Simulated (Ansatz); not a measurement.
# Si on Fe(100): change of the work function, part 3 of 5

Aim: the work function of Fe(100) at several coverages of Si (hollow site), and the dipole that each adsorbate carries.

Ansatz 0.2.0; plane-wave DFT, PBE, Ansatz PAW.

So far, work function, upper face (eV): step 2 (the clean slab) 3.86.

### 3. The covered slab, k-mesh 5×5×1, coverage 0.25 ML (continued)

ELF in the ca plane at fractional y = 0.250, with atoms of Fe and Si within 0.2 Å of it. It is the smooth field of the valence electrons, not physical close to the nuclei.

Values, 8 rows by 16 columns, each cell a mean:
```
0.21 0.33 0.32 0.22 0.33 0.28 0.22 0.32 0.32 0.27 0.08 0.01 0.00 0.00 0.00 0.00
0.25 0.41 0.28 0.60 0.25 0.33 0.55 0.26 0.24 0.07 0.01 0.00 0.00 0.00 0.00 0.00
0.24 0.40 0.27 0.47 0.27 0.29 0.43 0.27 0.24 0.09 0.02 0.00 0.00 0.00 0.00 0.00
0.20 0.30 0.35 0.24 0.34 0.31 0.25 0.33 0.40 0.40 0.15 0.02 0.00 0.00 0.00 0.00
0.21 0.33 0.32 0.22 0.34 0.28 0.22 0.43 0.69 0.78 0.46 0.07 0.00 0.00 0.00 0.00
0.26 0.41 0.28 0.61 0.25 0.33 0.54 0.42 0.42 0.82 0.64 0.13 0.01 0.00 0.00 0.00
0.25 0.40 0.27 0.47 0.28 0.29 0.42 0.44 0.50 0.83 0.61 0.12 0.01 0.00 0.00 0.00
0.20 0.30 0.35 0.25 0.34 0.31 0.25 0.40 0.66 0.72 0.37 0.05 0.00 0.00 0.00 0.00
```
Columns run along c (16.0 Å, from fractional 0.29 to 0.92 of the cell), rows up along a (5.7 Å). Atoms in or near the plane, at fractional coordinates: Fe at (0.41, 0.25), Fe at (0.53, 0.25), Fe at (0.41, 0.75), Fe at (0.53, 0.75), Si at (0.63, 0.25).

The relaxation took 5 steps and lowered the energy by 0.51 eV; the largest force on the free atoms ends at 0.014 eV/Å.

By hand: a sheet of dipoles makes a step −p/(ε₀A) in the electron's potential. With e/ε₀ = 180.95 V·Å, p = -0.1408 e·Å and A = 32.95 Å², that is −180.95 × (-0.1408) / 32.95 = +0.773 eV, and the two vacuum levels of the run differ by +0.773 eV.

The covered face has 4.66 eV, +0.80 eV against the clean one; the bare back face has moved by +0.05 eV, a measure of how thin the slab is.

### 4. Adsorbate added, k-mesh 5×5×1, coverage 0.5 ML

System of this step: Si/Fe(100). The cell holds 22 atoms: 20 Fe and 2 Si. Its edges and angles: a = 5.740 Å, b = 5.740 Å, c = 25.182 Å, α = 90.0°, β = 90.0°, γ = 90.0°. Vacuum lies along c.

Another coverage, to see how the dipoles act on each other as their distance changes.

input.yaml

```yaml
crystal:
  lattice:
    - [5.74, 0.0, 0.0]
    - [0.0, 5.74, 0.0]
    - [0.0, 0.0, 25.1820376673]
  atoms:
    - { symbol: Fe, position: [0.0, 0.0, 0.3573976069], spin: 2.97 }
    - { symbol: Fe, position: [0.25, 0.25, 0.4143826698], spin: 2.38 }
    - { symbol: Fe, position: [0.0, 0.0, 0.4706866946], spin: 2.5 }
    - { symbol: Fe, position: [0.25, 0.25, 0.5278198313], spin: 2.31 }
    - { symbol: Fe, position: [0.0, 0.0, 0.5811890574], spin: 2.92 }
    - { symbol: Fe, position: [0.0, 0.5, 0.3573976069], spin: 2.97 }
    - { symbol: Fe, position: [0.25, 0.75, 0.4143826698], spin: 2.38 }
    - { symbol: Fe, position: [0.0, 0.5, 0.4706866946], spin: 2.5 }
    - { symbol: Fe, position: [0.25, 0.75, 0.5278198313], spin: 2.31 }
    - { symbol: Fe, position: [0.0, 0.5, 0.5811890574], spin: 2.92 }
    - { symbol: Fe, position: [0.5, 0.0, 0.3573976069], spin: 2.97 }
    - { symbol: Fe, position: [0.75, 0.25, 0.4143826698], spin: 2.38 }
    - { symbol: Fe, position: [0.5, 0.0, 0.4706866946], spin: 2.5 }
    - { symbol: Fe, position: [0.75, 0.25, 0.5278198313], spin: 2.31 }
    - { symbol: Fe, position: [0.5, 0.0, 0.5811890574], spin: 2.92 }
    - { symbol: Fe, position: [0.5, 0.5, 0.3573976069], spin: 2.97 }
    - { symbol: Fe, position: [0.75, 0.75, 0.4143826698], spin: 2.38 }
    - { symbol: Fe, position: [0.5, 0.5, 0.4706866946], spin: 2.5 }
    - { symbol: Fe, position: [0.75, 0.75, 0.5278198313], spin: 2.31 }
    - { symbol: Fe, position: [0.5, 0.5, 0.5811890574], spin: 2.92 }
    - { symbol: Si, position: [0.25, 0.25, 0.6426023931] }
    - { symbol: Si, position: [0.75, 0.75, 0.6426023931] }
magnetization:
  spin_polarized: true
kpoints:
  mp_grid: { grid: [5, 5, 1] }
hamiltonian:
  xc: pbe
scf:
  occupations: { method: fermi_dirac, width: 0.1 }
  convergence: { dr2_threshold: 1.0e-08 }
efield:
  axis: 3
  dipole_correction: true
  ramp_position: 0.97
  ramp_width: 0.06
relax:
  f_tol: 0.02
  max_steps: 60
  constraints: [{ sites: [0, 1, 5, 6, 10, 11, 15, 16] }]
output:
  bader: true
  dos: { projected: true, e_range: [-8, 4] }
  write_potential: true
  write_density: true
  volumetric_format: npy
```

Started as:

```console
$ ansatz run input.yaml --threads 4 --pin off --max-ram 12288MiB --backend cpu --events-out ev --progress --plain --runs-dir out
```

Numbers of over 12 decimals in the logs are rounded to 6 here.

Output:

```text
[...]
Crystal: 22 atoms, lattice volume = 829.688 Å³
Basis set: ecut = 420 eV, 16257 PW (Γ), exchange–correlation on 80×80×360 points (8 copies of the dense FFT grid, shifted against one another)
Bands: 229, of which v1, the nominal top of the filled ones, is band 164 counted from 1 (163 counted from 0)
Symmetry: 16 space group operations
k-points: 6 of 25
[...]
Starting moments: Σ|m| = 52.32 μB on 20 of 22 sites
[...]
SCF iter   1: F=—  HF=-90869.901025 eV  |F-HF|=—  |Δ(HF+E_count)|=         —  Δρ=3.75e-2 (↑1.55e-2 ↓3.75e-2)  dr2=6.20e1  dr2_m=2.45e0  M=49.648 μB ∫|m|=51.176 μB  β_m=1.00  ethr=3.10e-3  p=-0.000 e·Å  D=-2.18e-6 V/Å  ΔV_dip=0.00 eV  dr2_dipole=9.75e-3  V_vac-E_F(+/−)=7.37/7.37 eV  ⟨swp⟩=11.3  Hψ=15453  notcnv=0  defer=114
[...]
SCF iter  16: F=-90872.468569 eV  HF=-90872.468569 eV  |F-HF|=3.75e-9  |Δ(HF+E_count)|=   1.46e-9  Δρ=3.43e-7 (↑2.32e-7 ↓3.43e-7)  dr2=4.11e-9  dr2_m=1.29e-10  M=49.557 μB ∫|m|=53.059 μB  ethr=1.89e-12  p=-0.175 e·Å  D=-3.82e-2 V/Å  ΔV_dip=0.96 eV  dr2_dipole=8.32e-11  V_vac-E_F(+/−)=4.83/3.87 eV  ⟨swp⟩=15.3  Hψ=20660  notcnv=0
SCF 1 converged in 16 iterations: F = -90872.468569 eV  dr2 = 4.11e-9
[...]
relax step   1: F+E_penalty+E_count = -90872.46856906 eV  Δ(F+E_penalty+E_count) = +0.000e0 eV  max|allowed force component| = 2.116e0 eV/Å  Δτ_max = 0.0000 Å  (16 SCF iters, accepted)
[...]
SCF iter  13: F=-90873.203782 eV  HF=-90873.203782 eV  |F-HF|=3.06e-10  |Δ(HF+E_count)|=   1.06e-8  Δρ=3.21e-7 (↑3.21e-7 ↓3.05e-7)  dr2=3.42e-9  dr2_m=2.16e-10  M=49.174 μB ∫|m|=52.536 μB  ethr=1.45e-12  p=-0.170 e·Å  D=-3.72e-2 V/Å  ΔV_dip=0.94 eV  dr2_dipole=5.56e-10  V_vac-E_F(+/−)=4.84/3.90 eV  ⟨swp⟩=12.5  Hψ=18747  notcnv=0
SCF 2 converged in 13 iterations: F = -90873.203782 eV  dr2 = 3.42e-9
relax step   2: F+E_penalty+E_count = -90873.20378204 eV  Δ(F+E_penalty+E_count) = -7.352e-1 eV  max|allowed force component| = 1.195e0 eV/Å  Δτ_max = 0.1971 Å  (13 SCF iters, accepted)
SCF iter   1: F=—  HF=-90873.404837 eV  |F-HF|=—  |Δ(HF+E_count)|=         —  Δρ=4.90e-3 (↑4.90e-3 ↓4.80e-3)  dr2=1.84e-1  dr2_m=1.61e-1  M=48.404 μB ∫|m|=51.839 μB  β_m=1.00  ethr=4.40e-4  p=-0.170 e·Å  D=-3.72e-2 V/Å  ΔV_dip=0.94 eV  dr2_dipole=1.01e-2  V_vac-E_F(+/−)=4.83/3.90 eV  ⟨swp⟩=4.9  Hψ=7582  notcnv=0  defer=290
[...]
SCF iter  13: F=-90873.476426 eV  HF=-90873.476426 eV  |F-HF|=4.64e-9  |Δ(HF+E_count)|=   1.22e-8  Δρ=3.13e-7 (↑3.13e-7 ↓2.81e-7)  dr2=1.80e-9  dr2_m=3.63e-10  M=48.362 μB ∫|m|=51.758 μB  ethr=1.39e-12  p=-0.157 e·Å  D=-3.43e-2 V/Å  ΔV_dip=0.86 eV  dr2_dipole=2.69e-10  V_vac-E_F(+/−)=4.77/3.91 eV  ⟨swp⟩=12.2  Hψ=18220  notcnv=0
SCF 3 converged in 13 iterations: F = -90873.476426 eV  dr2 = 1.80e-9
relax step   3: F+E_penalty+E_count = -90873.47642591 eV  Δ(F+E_penalty+E_count) = -2.726e-1 eV  max|allowed force component| = 2.483e-1 eV/Å  Δτ_max = 0.1904 Å  (13 SCF iters, accepted)
[...]
relax step   4: F+E_penalty+E_count = -90873.48234525 eV  Δ(F+E_penalty+E_count) = -5.919e-3 eV  max|allowed force component| = 7.243e-2 eV/Å  Δτ_max = 0.0224 Å  (12 SCF iters, accepted)
SCF iter   1: F=—  HF=-90873.483017 eV  |F-HF|=—  |Δ(HF+E_count)|=         —  Δρ=3.38e-4 (↑2.51e-4 ↓3.38e-4)  dr2=7.98e-4  dr2_m=5.31e-4  M=48.219 μB ∫|m|=51.602 μB  β_m=1.00  ethr=2.45e-6  p=-0.156 e·Å  D=-3.41e-2 V/Å  ΔV_dip=0.86 eV  dr2_dipole=1.31e-4  V_vac-E_F(+/−)=4.77/3.91 eV  ⟨swp⟩=2.8  Hψ=5213  notcnv=0  defer=224
[...]
SCF iter  11: F=-90873.482821 eV  HF=-90873.482821 eV  |F-HF|=6.77e-9  |Δ(HF+E_count)|=   2.15e-9  Δρ=7.97e-7 (↑1.50e-7 ↓7.97e-7)  dr2=8.72e-9  dr2_m=1.08e-9  M=48.218 μB ∫|m|=51.597 μB  ethr=1.00e-12  p=-0.156 e·Å  D=-3.40e-2 V/Å  ΔV_dip=0.86 eV  dr2_dipole=3.95e-10  V_vac-E_F(+/−)=4.77/3.91 eV  ⟨swp⟩=8.9  Hψ=15653  notcnv=0
SCF 5 converged in 11 iterations: F = -90873.482821 eV  dr2 = 8.72e-9
[...]
relax step   5: F+E_penalty+E_count = -90873.48282061 eV  Δ(F+E_penalty+E_count) = -4.754e-4 eV  max|allowed force component| = 4.738e-4 eV/Å  Δτ_max = 0.0077 Å  (11 SCF iters, accepted)
[...]
SCF converged after 11 iterations
Magnetization: 48.2182 μB (188.1091 up, 139.8909 down)
Absolute magnetization: 51.5984 μB (∫|ρ↑−ρ↓|, with the PAW one-centre terms)
[...]
Per-site moments (μB) at R_I (Å): [(2.966188, 1.025266), (2.380449, 1.023570), (2.387674, 1.013903), (2.237373, 1.013903), (2.128894, 0.954907), (2.966188, 1.025266), (2.412676, 1.023570), (2.387674, 1.013903), (2.359039, 1.011337), (2.128894, 0.954907), (2.966188, 1.025266), (2.412676, 1.023570), (2.387674, 1.013903), (2.359039, 1.011337), (2.128894, 0.954907), (2.966188, 1.025266), (2.380449, 1.023570), (2.387674, 1.013903), (2.237373, 1.013903), (2.128894, 0.954907), (-0.130782, 0.954907), (-0.130782, 0.954907)]
Free energy (F): -90873.482821 eV
[...]
Internal energy: -90872.691990 eV  (E = F + TS)
E sigma→0 (E₀):  -90873.087405 eV
Entropy (-TS):   -0.790831 eV (-35.947 meV/atom)
Fermi energy:    2.512455 eV
Dipole field:    D = -0.034062 V/Å  (p = -0.156181 e·Å, saw-weighted, corrected)
Work function:   Φ+ = 4.7659 eV   Φ− = 3.9081 eV
[...]
--- Forces (eV/Å), atoms counted from 1 ---
  atom   1  Fe     0.00000000    -0.00000000     0.41758702
  atom   2  Fe     0.00000000     0.00000000    -0.42044882
  atom   3  Fe    -0.00000000    -0.00000000    -0.00024130
  atom   4  Fe     0.00000000     0.00000000     0.00010637
  atom   5  Fe     0.00000000    -0.00000000    -0.00010110
  atom   6  Fe     0.00000000     0.00000000     0.41758702
  atom   7  Fe     0.00000000    -0.00000000    -0.41502336
  atom   8  Fe    -0.00000000     0.00000000    -0.00024130
  atom   9  Fe     0.00000000     0.00000000     0.00047382
  atom  10  Fe     0.00000000     0.00000000    -0.00010110
  atom  11  Fe     0.00000000     0.00000000     0.41758702
  atom  12  Fe     0.00000000     0.00000000    -0.41502336
  atom  13  Fe    -0.00000000     0.00000000    -0.00024130
  atom  14  Fe     0.00000000     0.00000000     0.00047382
  atom  15  Fe     0.00000000    -0.00000000    -0.00010110
  atom  16  Fe     0.00000000    -0.00000000     0.41758702
  atom  17  Fe     0.00000000     0.00000000    -0.42044882
  atom  18  Fe    -0.00000000    -0.00000000    -0.00024130
  atom  19  Fe     0.00000000     0.00000000     0.00010637
  atom  20  Fe     0.00000000    -0.00000000    -0.00010110
  atom  21  Si    -0.00000000    -0.00000000     0.00042880
  atom  22  Si    -0.00000000    -0.00000000     0.00042880
  max |Σ_I F_I| component: 5.21e-5 eV/Å
--- Band table (eV; the first three rows and the last of 12) ---
  k-point 0 ↑: bands = [... 160 lower, 1.3387, 1.3816, 1.4088, 1.4088, 1.4597, 1.4782, 1.4817, 1.5235, ... 61 higher]
  k-point 1 ↑: bands = [... 160 lower, 1.3065, 1.3151, 1.3346, 1.3860, 1.3883, 1.4361, 1.4469, 1.5028, ... 61 higher]
  k-point 2 ↑: bands = [... 160 lower, 1.2181, 1.2250, 1.2455, 1.2921, 1.2991, 1.3294, 1.3857, 1.3886, ... 61 higher]
  k-point 5 ↓: bands = [... 160 lower, 3.8552, 3.8656, 3.8853, 3.9060, 3.9514, 3.9537, 4.0058, 4.0401, ... 61 higher]
--- Relaxed structure (5 steps of the walk, 5 accepted, 0 SCFs on fresh bases) ---
  F+E_penalty+E_count = -90873.48282061 eV   max|allowed force component| = 4.738e-4 eV/Å
  atoms:
    - { symbol: Fe, position: [0.0, 0.0, 0.3573976069] }
    - { symbol: Fe, position: [0.25, 0.25, 0.4143826698] }
    - { symbol: Fe, position: [0, 0, 0.471084] }
    - { symbol: Fe, position: [0.25, 0.25, 0.526153] }
    - { symbol: Fe, position: [0, 0, 0.582165] }
    - { symbol: Fe, position: [0.0, 0.5, 0.3573976069] }
    - { symbol: Fe, position: [0.25, 0.750000, 0.4143826698] }
    - { symbol: Fe, position: [0, 0.5, 0.471084] }
    - { symbol: Fe, position: [0.25, 0.750000, 0.527535] }
    - { symbol: Fe, position: [0, 0.5, 0.582165] }
    - { symbol: Fe, position: [0.5, 0.0, 0.3573976069] }
    - { symbol: Fe, position: [0.750000, 0.25, 0.4143826698] }
    - { symbol: Fe, position: [0.5, 0, 0.471084] }
    - { symbol: Fe, position: [0.750000, 0.25, 0.527535] }
    - { symbol: Fe, position: [0.5, 0, 0.582165] }
    - { symbol: Fe, position: [0.5, 0.5, 0.3573976069] }
    - { symbol: Fe, position: [0.750000, 0.750000, 0.4143826698] }
    - { symbol: Fe, position: [0.5, 0.5, 0.471084] }
    - { symbol: Fe, position: [0.750000, 0.750000, 0.526153] }
    - { symbol: Fe, position: [0.5, 0.5, 0.582165] }
    - { symbol: Si, position: [0.25, 0.25, 0.626393] }
    - { symbol: Si, position: [0.750000, 0.750000, 0.626393] }
--- Bader charges: 22 sites ---
  site symbol  charge [e]  shift [e]    m [muB]
     0     Fe      0.0538     0.0001     3.1083
     1     Fe     -0.0642     0.0000     2.3209
     2     Fe      0.0126     0.0001     2.3439
     3     Fe      0.0215     0.0000     2.1920
     4     Fe      0.0356     0.0002     2.1473
     5     Fe      0.0538     0.0001     3.1083
     6     Fe     -0.0608     0.0001     2.3565
     7     Fe      0.0126     0.0001     2.3439
     8     Fe      0.0064     0.0001     2.3157
     9     Fe      0.0356     0.0002     2.1473
    10     Fe      0.0538     0.0001     3.1083
    11     Fe     -0.0608     0.0001     2.3565
    12     Fe      0.0126     0.0001     2.3439
    13     Fe      0.0064     0.0001     2.3157
    14     Fe      0.0355     0.0002     2.1473
    15     Fe      0.0538     0.0001     3.1083
    16     Fe     -0.0642     0.0000     2.3209
    17     Fe      0.0126     0.0001     2.3439
    18     Fe      0.0215     0.0000     2.1919
    19     Fe      0.0356     0.0002     2.1473
    20     Si     -0.1067     0.0005    -0.2750
    21     Si     -0.1068     0.0005    -0.2750
  estimated error of the sums over rays = 6.8e-4 e
```

Wall time 13 min (4 threads of Arm Neoverse V1, shared host); peak memory 4.9 GiB; 47 min of CPU time.

Relaxation path:

| step | energy less that of the first step (eV) | largest force component (eV/Å) |
| --- | --- | --- |
| 1 | 0.0000 | 2.1155 |
| 2 | -0.7352 | 1.1954 |
| 3 | -1.0079 | 0.2483 |
| 4 | -1.0138 | 0.0724 |
| 5 | -1.0143 | 0.0005 |

Forces are held to the 16 operations that the run works with; a distortion that breaks them can't arise in this run.

The atoms that moved most (Å):

| atom | dx | dy | dz | length |
| --- | --- | --- | --- | --- |
| Si21 | 0.000 | 0.000 | -0.408 | 0.408 |
| Si22 | 0.000 | 0.000 | -0.408 | 0.408 |
| Fe4 | 0.000 | 0.000 | -0.042 | 0.042 |
| Fe19 | 0.000 | 0.000 | -0.042 | 0.042 |
| Fe20 | 0.000 | 0.000 | 0.025 | 0.025 |
| Fe5 | 0.000 | 0.000 | 0.025 | 0.025 |
| Fe15 | 0.000 | 0.000 | 0.025 | 0.025 |
| Fe10 | 0.000 | 0.000 | 0.025 | 0.025 |

Final coordinates:

```xyz
22
Lattice="5.7400 0.0000 0.0000 0.0000 5.7400 0.0000 0.0000 0.0000 25.1820" Properties=species:S:1:pos:R:3
Fe    0.0000    0.0000    9.0000
Fe    1.4350    1.4350   10.4350
Fe    0.0000    0.0000   11.8629
Fe    1.4350    1.4350   13.2496
Fe    0.0000    0.0000   14.6601
Fe    0.0000    2.8700    9.0000
Fe    1.4350    4.3050   10.4350
Fe    0.0000    2.8700   11.8629
Fe    1.4350    4.3050   13.2844
Fe    0.0000    2.8700   14.6601
Fe    2.8700    0.0000    9.0000
Fe    4.3050    1.4350   10.4350
Fe    2.8700    0.0000   11.8629
Fe    4.3050    1.4350   13.2844
Fe    2.8700    0.0000   14.6601
Fe    2.8700    2.8700    9.0000
Fe    4.3050    4.3050   10.4350
Fe    2.8700    2.8700   11.8629
Fe    4.3050    4.3050   13.2496
Fe    2.8700    2.8700   14.6601
Si    1.4350    1.4350   15.7738
Si    4.3050    4.3050   15.7738
```

This step gave:

```
energy at zero smearing        : -90873.0874 eV
total moment                   : 48.22 μB
work function, upper face      : 4.766 eV
work function, lower face      : 3.908 eV
dipole along the normal        : -0.1562 e·Å
step between the vacuum levels : 0.8578 eV
```

The density of states has structure finer than the step of the table below, so its rows give means over 0.5 eV, whole bins alone (the curve runs from -8 to 1.98 eV). Peaks (eV: height): total -3.28: 71.2, -1.71: 74.2, -1.56: 90.5, -1.32: 72.9, -1.20: 80.0, -1.11: 90.6, -0.90: 81.6; up -3.55: 45.3, -3.28: 64.0, -3.19: 41.1, -1.32: 43.8, -1.20: 62.9, -1.11: 59.7, -0.90: 57.8; down -1.71: 41.2, -1.56: 50.5, 0.24: 36.2, 1.26: 49.4, 1.41: 40.4, 1.53: 35.5, 1.83: 42.8.

Density of states against energy, zero at the Fermi level; means over each step; values in states/eV a cell:

| energy (eV) | total | up | down |
| --- | --- | --- | --- |
| -7.5 | 1.72 | 1.06 | 0.656 |
| -7.0 | 1.92 | 1.09 | 0.831 |
| -6.5 | 1.65 | 0.754 | 0.900 |
| -6.0 | 1.87 | 1.30 | 0.573 |
| -5.5 | 3.76 | 2.27 | 1.49 |
| -5.0 | 5.60 | 3.70 | 1.90 |
| -4.5 | 15.2 | 12.7 | 2.46 |
| -4.0 | 19.5 | 16.5 | 2.96 |
| -3.5 | 26.3 | 20.4 | 5.86 |
| -3.0 | 35.2 | 27.7 | 7.43 |
| -2.5 | 38.4 | 26.5 | 11.9 |
| -2.0 | 29.8 | 19.7 | 10.1 |
| -1.5 | 50.2 | 26.4 | 23.8 |
| -1.0 | 60.2 | 37.7 | 22.5 |
| -0.5 | 31.1 | 16.8 | 14.3 |
| 0.0 | 24.2 | 8.34 | 15.8 |
| 0.5 | 19.6 | 4.88 | 14.7 |
| 1.0 | 22.5 | 4.12 | 18.4 |
| 1.5 | 34.1 | 4.27 | 29.8 |

Projected DOS per atom over height of the atomic layer and energy from the Fermi level. Layers: Fe4 Fe4 Fe4 Fe4 Fe4 Si2 from below.

Values in states/eV, 22 rows by 6 columns, each cell a mean:
```
1.21 2.00 2.05 1.89 1.35 0.78
1.80 1.53 1.36 1.69 1.17 0.66
1.20 0.69 0.61 0.63 1.04 0.45
1.91 0.46 0.77 0.36 1.01 0.65
1.34 0.84 0.82 0.98 1.42 0.54
0.94 1.53 1.43 1.64 1.36 0.43
1.64 3.20 3.14 3.06 2.38 0.65
1.98 2.88 2.65 2.49 2.32 0.78
1.92 1.44 1.10 1.09 2.15 0.81
2.25 1.26 1.38 1.38 1.68 0.82
2.47 1.20 1.39 1.39 1.68 0.70
1.75 1.34 1.88 1.73 1.52 0.65
1.34 1.19 0.74 0.97 0.83 0.57
1.02 0.94 0.97 0.86 0.67 0.40
0.37 0.67 0.84 0.73 0.48 0.31
0.21 0.31 0.30 0.34 0.18 0.17
0.16 0.20 0.19 0.23 0.07 0.12
0.07 0.15 0.17 0.11 0.03 0.06
0.04 0.10 0.11 0.04 0.01 0.04
0.06 0.16 0.15 0.05 0.01 0.07
0.03 0.09 0.08 0.04 0.04 0.33
0.00 0.01 0.01 0.09 0.20 1.01
```
Columns: height of the atomic layer (Å) from 9 to 15.8 (not evenly spaced); rows upwards: energy from the Fermi level (eV) from -7.96 to 1.95.

Projected DOS per atom, spin up over height of the atomic layer and energy from the Fermi level. Layers: Fe4 Fe4 Fe4 Fe4 Fe4 Si2 from below.

Ten even steps from '_' (0.00 states/eV) to '@' (2.15 states/eV), each cell a mean:
```
__________::
__________::
__________..
________..::
__::::::....
..----==--..
--@@@@@@**__
==%%**++++__
##==--::**..
%%::--==++::
@@--====**..
##==****++..
++==::--::..
==------::..
..::--::..__
______..____
____________
____________
____________
____________
____________
__________::
```
Columns: height of the atomic layer (Å) from 9 to 15.8 (not evenly spaced); rows upwards: energy from the Fermi level (eV) from -7.96 to 1.95.

Projected DOS per atom, spin down over height of the atomic layer and energy from the Fermi level. Layers: Fe4 Fe4 Fe4 Fe4 Fe4 Si2 from below.

Ten even steps from '_' (0.00 states/eV) to '@' (1.93 states/eV), each cell a mean:
```
++@@@@@@**..
%%##**%%++__
++--::::==__
@@..::__==__
**::....++__
----------__
++++++++++::
==++****++::
..::::--==::
::--::::::..
..::::::....
....::....::
__..........
____________
____________
____________
____________
____________
____________
____________
____________
__________::
```
Columns: height of the atomic layer (Å) from 9 to 15.8 (not evenly spaced); rows upwards: energy from the Fermi level (eV) from -7.96 to 1.95.

Site moment by atom:

| atom | site moment (μB) |
| --- | --- |
| Fe1 | 2.97 |
| Fe2 | 2.38 |
| Fe3 | 2.39 |
| Fe4 | 2.24 |
| Fe5 | 2.13 |
| Fe6 | 2.97 |
| Fe7 | 2.41 |
| Fe8 | 2.39 |
| Fe9 | 2.36 |
| Fe10 | 2.13 |
| Fe11 | 2.97 |
| Fe12 | 2.41 |
| Fe13 | 2.39 |
| Fe14 | 2.36 |
| Fe15 | 2.13 |
| Fe16 | 2.97 |
| Fe17 | 2.38 |
| Fe18 | 2.39 |
| Fe19 | 2.24 |
| Fe20 | 2.13 |
| Si21 | -0.13 |
| Si22 | -0.13 |

The relaxation took 5 steps and lowered the energy by 1.0 eV; the largest force on the free atoms ends at 4.7e-4 eV/Å.

The covered face has 4.77 eV, +0.91 eV against the clean one; the bare back face has moved by +0.08 eV, a measure of how thin the slab is.

(Continued in part 4 of 5.)

[Logs are printed without paths, hosts, clocks, repeated set-up lines and the standing remarks that a program may print on its own settings, such as how far it seeks lower states.]

[Hosts, paths, dates, database ids (printed as entryN), source tags and the programs' standing remarks are cut or masked in the printed files.]

[Maps of the electrostatic potential energy from Ansatz leave out the sawtooth potential of an applied field or a dipole correction, so their vacuum need not be flat; planar profiles and work functions include it.]
